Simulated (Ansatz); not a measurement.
# GaAs wire along [111], 38 atoms a period, H-terminated: bands by functional, part 2 of 2

Wanted: the relaxed geometry and the bands of the GaAs wire along [111], 38 atoms a period, H-terminated.

Ansatz 0.2.0; DFT PBE, plane waves, PAW; relaxation of a wire's period; PAW set soft_1 (the session's first sound run).

So far: The structure; The relaxed wire.

## (2) The relaxed wire (continued)

Step by step:

| step | energy less that of the first step (eV) | largest force component (eV/Å) | pressure (GPa) | volume (Å³) |
| --- | --- | --- | --- | --- |
| 1 | 0.0000 | 0.7528 | -0.35 | 3338.33 |
| 2 | -1.4686 | 0.4232 | -0.18 | 3337.31 |
| 3 | -1.6374 | 0.1223 | -0.03 | 3335.96 |
| 4 | -1.6490 | 0.0312 | 0.01 | 3337.94 |
| 5 | -1.6496 | 0.0524 | 0.00 | 3340.33 |
| 6 | -1.6506 | 0.0150 | 0.00 | 3340.25 |
| 7* | -1.6509 | 0.0150 | 0.00 | 3340.25 |

Relaxation steps marked * repeat the geometry before them on a plane-wave basis chosen anew for their cell, so energy and pressure can jump there.

The run keeps the 2 symmetry operations that it works with, so distortions that break them were not tested.

| cell as run | before | after | change |
| --- | --- | --- | --- |
| c (Å) | 9.959 | 9.965 | +0.1 % |

The atoms that moved most (Å, along periodic axes as changes of fractional coordinates times the final cell, across vacuum about the mean position):

| atom | dx | dy | dz | length |
| --- | --- | --- | --- | --- |
| H40 | 0.164 | 0.095 | -0.002 | 0.189 |
| H42 | -0.164 | 0.095 | -0.002 | 0.189 |
| H41 | 0.000 | -0.189 | -0.002 | 0.189 |
| H60 | 0.157 | 0.087 | -0.012 | 0.180 |
| H65 | -0.157 | 0.087 | -0.012 | 0.180 |
| H64 | -0.154 | 0.093 | -0.012 | 0.180 |
| H61 | 0.154 | 0.093 | -0.012 | 0.180 |
| H63 | -0.004 | -0.179 | -0.012 | 0.180 |

This step gave:

```
cell length along the wire : 9.965 Å
```

The cell's length comes to 9.965 Å with spin left out.

## (3) The perfect wire

This step: DFT PBE, plane waves, PAW; bands of a perfect wire; PAW set soft_1 (Ansatz 0.2.0).

At the relaxed period the bands are computed along the axis; those that cross an energy going forward count the channels that a perfect wire would open there.

Contents of input.yaml:

```yaml
crystal:
  lattice:
    - [17.512, 0.0, 0.0]
    - [0.0, 19.141, 0.0]
    - [0.0, 0.0, 9.9650350924]
  atoms:
    - { symbol: Ga, position: [0.262344474, 0.626275877, 0.992566851] }
    - { symbol: Ga, position: [0.386086404, 0.440566778, 0.010459517] }
    - { symbol: Ga, position: [0.5, 0.621087625, 0.010450394] }
    - { symbol: As, position: [0.275738388, 0.61918893, 0.242603637] }
    - { symbol: As, position: [0.38108916, 0.437917807, 0.257965801] }
    - { symbol: As, position: [0.5, 0.263798139, 0.242593668] }
    - { symbol: As, position: [0.5, 0.626360642, 0.257962453] }
    - { symbol: As, position: [0.61891084, 0.437917807, 0.257965801] }
    - { symbol: As, position: [0.724261612, 0.61918893, 0.242603637] }
    - { symbol: H, position: [0.192041828, 0.421343957, 0.282062137] }
    - { symbol: H, position: [0.270885167, 0.296405134, 0.282078939] }
    - { symbol: H, position: [0.421158267, 0.78443669, 0.282088441] }
    - { symbol: H, position: [0.578841733, 0.78443669, 0.282088441] }
    - { symbol: H, position: [0.729114833, 0.296405134, 0.282078939] }
    - { symbol: H, position: [0.807958172, 0.421343957, 0.282062137] }
    - { symbol: H, position: [0.203102529, 0.5886164, 0.301502532] }
    - { symbol: H, position: [0.268343601, 0.692022107, 0.301514453] }
    - { symbol: H, position: [0.43474716, 0.221518393, 0.301467278] }
    - { symbol: H, position: [0.56525284, 0.221518393, 0.301467278] }
    - { symbol: H, position: [0.731656399, 0.692022107, 0.301514453] }
    - { symbol: H, position: [0.796897471, 0.5886164, 0.301502532] }
    - { symbol: Ga, position: [0.260541598, 0.374238265, 0.327162626] }
    - { symbol: Ga, position: [0.389747474, 0.558973007, 0.342804704] }
    - { symbol: Ga, position: [0.5, 0.384247722, 0.342791755] }
    - { symbol: Ga, position: [0.5, 0.753713058, 0.327195205] }
    - { symbol: Ga, position: [0.610252526, 0.558973007, 0.342804704] }
    - { symbol: Ga, position: [0.739458402, 0.374238265, 0.327162626] }
    - { symbol: As, position: [0.274772442, 0.38175905, 0.577323003] }
    - { symbol: As, position: [0.383498695, 0.562273447, 0.590428723] }
    - { symbol: As, position: [0.5, 0.377645535, 0.590421] }
    - { symbol: As, position: [0.5, 0.738687296, 0.577346256] }
    - { symbol: As, position: [0.616501305, 0.562273447, 0.590428723] }
    - { symbol: As, position: [0.725227558, 0.38175905, 0.577323003] }
    - { symbol: H, position: [0.190080667, 0.541624868, 0.616401708] }
    - { symbol: H, position: [0.306313157, 0.725823811, 0.616388387] }
    - { symbol: H, position: [0.383761962, 0.234712948, 0.61642893] }
    - { symbol: H, position: [0.616238038, 0.234712948, 0.61642893] }
    - { symbol: H, position: [0.693686843, 0.725823811, 0.616388387] }
    - { symbol: H, position: [0.809919333, 0.541624868, 0.616401708] }
    - { symbol: H, position: [0.204928573, 0.344864442, 0.635021661] }
    - { symbol: H, position: [0.5, 0.812469186, 0.635050004] }
    - { symbol: H, position: [0.795071427, 0.344864442, 0.635021661] }
    - { symbol: Ga, position: [0.264194466, 0.502358434, 0.662014568] }
    - { symbol: Ga, position: [0.383631525, 0.313079323, 0.662020503] }
    - { symbol: Ga, position: [0.380559592, 0.686766584, 0.662019948] }
    - { symbol: Ga, position: [0.5, 0.500731111, 0.669243254] }
    - { symbol: Ga, position: [0.619440408, 0.686766584, 0.662019948] }
    - { symbol: Ga, position: [0.616368475, 0.313079323, 0.662020503] }
    - { symbol: Ga, position: [0.735805534, 0.502358434, 0.662014568] }
    - { symbol: As, position: [0.27508743, 0.504055616, 0.912895798] }
    - { symbol: As, position: [0.390679747, 0.320867929, 0.912898354] }
    - { symbol: As, position: [0.384398476, 0.677289881, 0.912897198] }
    - { symbol: As, position: [0.5, 0.500737382, 0.920301842] }
    - { symbol: As, position: [0.615601524, 0.677289881, 0.912897198] }
    - { symbol: As, position: [0.609320253, 0.320867929, 0.912898354] }
    - { symbol: As, position: [0.72491257, 0.504055616, 0.912895798] }
    - { symbol: H, position: [0.188240439, 0.665397121, 0.948812328] }
    - { symbol: H, position: [0.5, 0.171395399, 0.948747421] }
    - { symbol: H, position: [0.811759561, 0.665397121, 0.948812328] }
    - { symbol: H, position: [0.204534974, 0.467082868, 0.967327439] }
    - { symbol: H, position: [0.320410361, 0.28344795, 0.967331674] }
    - { symbol: H, position: [0.384118855, 0.751677576, 0.967315705] }
    - { symbol: H, position: [0.615881145, 0.751677576, 0.967315705] }
    - { symbol: H, position: [0.679589639, 0.28344795, 0.967331674] }
    - { symbol: H, position: [0.795465026, 0.467082868, 0.967327439] }
    - { symbol: Ga, position: [0.5, 0.249670039, 0.992563085] }
    - { symbol: Ga, position: [0.613913596, 0.440566778, 0.010459517] }
    - { symbol: Ga, position: [0.737655526, 0.626275877, 0.992566851] }
kpoints:
  mp_grid: { grid: [1, 1, 9] }
  band_path: { path: ["Γ", Z], npoints: 90 }
scf:
  occupations: { method: fermi_dirac, width: 0.05 }
hamiltonian:
  xc: pbe
  pseudopotentials: { kind: paw, azcp: { folder: soft_1 } }
output:
  dos: { e_range: [-5, 4] }
  write_potential: true
  write_density: true
  volumetric_format: npy
```

On the command line:

```
$ ansatz run input.yaml --threads 4 --pin off --max-ram 16384MiB --backend cpu --events-out ev --progress --plain --runs-dir out
```

Numbers of over 12 decimals in the logs are rounded to 6 here.

Output:

```text
[...]
Crystal: 68 atoms, lattice volume = 3340.252 Å³
Basis set: ecut = 420 eV, 65301 PW (Γ)
Bands: 349, of which v1, the nominal top of the filled ones, is band 281 counted from 1 (280 counted from 0)
Symmetry: 2 space group operations
[...]
k-points: 5 of 9 (time reversal used)
[...]
SCF iter   1: F=—  HF=-164633.096125 eV  |F-HF|=—  |Δ(HF+E_count)|=         —  Δρ=3.23e-2  dr2=3.19e1  ethr=3.10e-3  ⟨swp⟩=6.2  Hψ=7136  notcnv=0  defer=95
[...]
SCF iter  11: F=-164623.789234 eV  HF=-164623.789234 eV  |F-HF|=3.20e-10  |Δ(HF+E_count)|=   3.83e-7  Δρ=7.91e-7  dr2=4.78e-8  ethr=1.78e-11  ⟨swp⟩=13.0  Hψ=8780  notcnv=0
SCF 1 converged in 11 iterations: F = -164623.789234 eV  dr2 = 4.78e-8
[...]
NSCF: frozen V_eff on 91 k-points
WARN: pass on a band path, mesh or list of k-points: the 91 k-points are solved 2 at a time at the most, because the 14.40 GiB of host memory that the pass is priced against does not hold them all with the solver's workspace as planned. The pass can take longer, above all where fewer k-points are solved at a time than the run has threads. As a rule a larger memory budget leaves room for more at once. The budget is what a run with no `--max-ram-frac` typed is planned for, 0.8 of the host's memory or its container's limit. More memory there lifts it, and so does a share over 0.88 that is typed (of such a share the budget is ten elevenths): [rest of the remark cut]
WARN: The output density's exchange-correlation potential varies sharply where the density is thin. Do not read a vacuum level from v_tot or v_xc, or from such a field of the output density. On a cell that repeats whose density bears no net charge and no dipole along the vacuum's axis use v_es (v_loc + v_h of the components); under efield.dipole_correction with no amplitude use v_es + v_field, which holds any externa [...]
SCF converged after 11 iterations
Free energy (F): -164623.789234 eV
[...]
Internal energy: -164623.789234 eV  (E = F + TS)
E sigma→0 (E₀):  -164623.789234 eV
Fermi energy:    -0.713045 eV
[...]
--- Band table (eV; the first three rows and the last of 5) ---
  k-point 0: bands = [... 277 lower, -2.4343, -2.2913, -2.2911, -1.8734, 0.5076, 0.7008, 0.9193, 0.9209, ... 64 higher]
  k-point 1: bands = [... 277 lower, -2.4493, -2.2860, -2.2857, -1.9587, 0.5385, 0.7349, 0.8650, 0.8673, ... 64 higher]
  k-point 2: bands = [... 277 lower, -2.4897, -2.2904, -2.2900, -2.1901, 0.6154, 0.7533, 0.7554, 0.7668, ... 64 higher]
  k-point 4: bands = [... 277 lower, -2.4862, -2.4858, -2.3661, -2.3656, 0.5239, 0.6350, 0.6362, 0.8948, ... 64 higher]
```

Elapsed: 52 min, on 4 threads of Intel Xeon Platinum 8375C at 2.90GHz (Ice Lake), shared host; peak memory 13 GiB; 3.4 h of CPU time.

Numbers from this step:

- band gap: 2.381 eV

Electronic bands along the path, in eV, zero at the Fermi level; v1 is the highest filled band, c1 the lowest empty one:

| point | v4 | v3 | v2 | v1 | c1 | c2 | c3 | c4 |
| --- | --- | --- | --- | --- | --- | --- | --- | --- |
| Γ | -1.72 | -1.58 | -1.58 | -1.16 | 1.22 | 1.41 | 1.63 | 1.63 |
| halfway | -1.79 | -1.58 | -1.58 | -1.55 | 1.35 | 1.44 | 1.44 | 1.47 |
| Z | -1.76 | -1.76 | -1.66 | -1.66 | 1.22 | 1.34 | 1.35 | 1.63 |

The gap is 2.38 eV, with spin left out.

The path shows a direct gap of 2.38 eV (valence top at Γ, conduction bottom at Γ).

## (4) Another level of theory, cutoff 500 eV, k-mesh 1×1×7

This step: DFT r2SCAN, plane waves, PAW; bands of a perfect wire at the PBE geometry; PAW set soft_1 (Ansatz 0.2.0).

The atoms stay at the PBE geometry and the functional changes. r2SCAN also reads the kinetic-energy density; it often gives larger moments and wider gaps than PBE, at a higher cost. Against the first PBE run of this kind, the cutoff is 500 eV against 420 and the mesh along the wire has 7 points against 9.

input.yaml: that of step 3 with these lines changed.

```diff
@@ -75,3 +75,3 @@
 kpoints:
-  mp_grid: { grid: [1, 1, 9] }
+  mp_grid: { grid: [1, 1, 7] }
   band_path: { path: ["Γ", Z], npoints: 90 }
@@ -80,8 +80,3 @@
 hamiltonian:
-  xc: pbe
+  xc: r2scan
   pseudopotentials: { kind: paw, azcp: { folder: soft_1 } }
-output:
-  dos: { e_range: [-5, 4] }
-  write_potential: true
-  write_density: true
-  volumetric_format: npy
```

Output:

```text
[...]
Crystal: 68 atoms, lattice volume = 3340.252 Å³
Basis set: ecut = 500 eV, 84799 PW (Γ), exchange–correlation on 512×576×300 points (64 copies of the dense FFT grid, shifted against one another)
Bands: 349, of which v1, the nominal top of the filled ones, is band 281 counted from 1 (280 counted from 0)
Symmetry: 2 space group operations
[...]
k-points: 4 of 7 (time reversal used)
[...]
SCF iter   1: F=—  HF=-164932.278944 eV  |F-HF|=—  |Δ(HF+E_count)|=         —  Δρ=3.22e-2  dr2=3.02e1  dr2_τ=2.74e-1  ethr=3.10e-3  ⟨swp⟩=6.0  Hψ=5436  notcnv=0  defer=99
[...]
SCF iter  11: F=-164927.030375 eV  HF=-164927.030375 eV  |F-HF|=1.81e-8  |Δ(HF+E_count)|=   2.88e-7  Δρ=5.49e-7  dr2=9.65e-9  dr2_τ=2.23e-10  ethr=1.78e-11  ⟨swp⟩=13.8  Hψ=7052  notcnv=0
SCF 1 converged in 11 iterations: F = -164927.030375 eV  dr2 = 9.65e-9
[...]
SCF converged after 11 iterations
Free energy (F): -164927.030375 eV
[...]
Internal energy: -164927.030375 eV  (E = F + TS)
E sigma→0 (E₀):  -164927.030375 eV
Fermi energy:    -0.729457 eV
[...]
--- Band table (eV) ---
  k-point 0: bands = [... 277 lower, -2.6685, -2.5273, -2.5271, -2.0900, 0.7183, 0.8261, 1.0338, 1.0347, ... 64 higher]
  k-point 1: bands = [... 277 lower, -2.6980, -2.5202, -2.5200, -2.2301, 0.7582, 0.8795, 0.9782, 0.9797, ... 64 higher]
  k-point 2: bands = [... 277 lower, -2.7599, -2.5937, -2.5419, -2.5415, 0.8123, 0.8547, 0.8559, 0.9160, ... 64 higher]
  k-point 3: bands = [... 277 lower, -2.7348, -2.7345, -2.5996, -2.5992, 0.7035, 0.7867, 0.7876, 1.0232, ... 64 higher]
```

Wall time 84 min (4 threads); peak memory 13 GiB; 5.3 h of CPU time.

This step gave:

| Item | Value |
| --- | --- |
| band gap | 2.773 eV |

Electronic bands along the path, in eV, zero at the Fermi level; v1 is the highest filled band, c1 the lowest empty one:

| point | v4 | v3 | v2 | v1 | c1 | c2 | c3 | c4 |
| --- | --- | --- | --- | --- | --- | --- | --- | --- |
| Γ | -1.94 | -1.80 | -1.80 | -1.36 | 1.45 | 1.56 | 1.76 | 1.76 |
| halfway | -2.02 | -1.80 | -1.80 | -1.76 | 1.55 | 1.61 | 1.61 | 1.64 |
| Z | -1.99 | -1.99 | -1.89 | -1.89 | 1.41 | 1.51 | 1.51 | 1.78 |

The gap is 2.77 eV, against 2.38 eV under PBE at the relaxed period.

## (5) What came out

```
cell length, PBE : 9.965 Å
gap, PBE         : 2.38 eV
gap, r2SCAN      : 2.77 eV
```

In words: Under PBE the cell's length is 9.97 Å, and a gap of 2.38 eV makes it a semiconductor. At the relaxed period the wire is gapped under every functional, from 2.38 eV (PBE) to 2.77 eV (r2SCAN). Weak screening in one dimension makes quasiparticle gaps larger than the semilocal gaps, as a rule. Plain hydrogen on a compound's surface is a simple closure: it may leave surface states, and facets that end in unlike atoms put a field across the wire, both of which shrink the gap.

[Logs are printed without paths, hosts, clocks, repeated set-up lines and the standing remarks that a program may print on its own settings, such as how far it seeks lower states.]

[Hosts, paths, dates, database ids (printed as entryN), source tags and the programs' standing remarks are cut or masked in the printed files.]
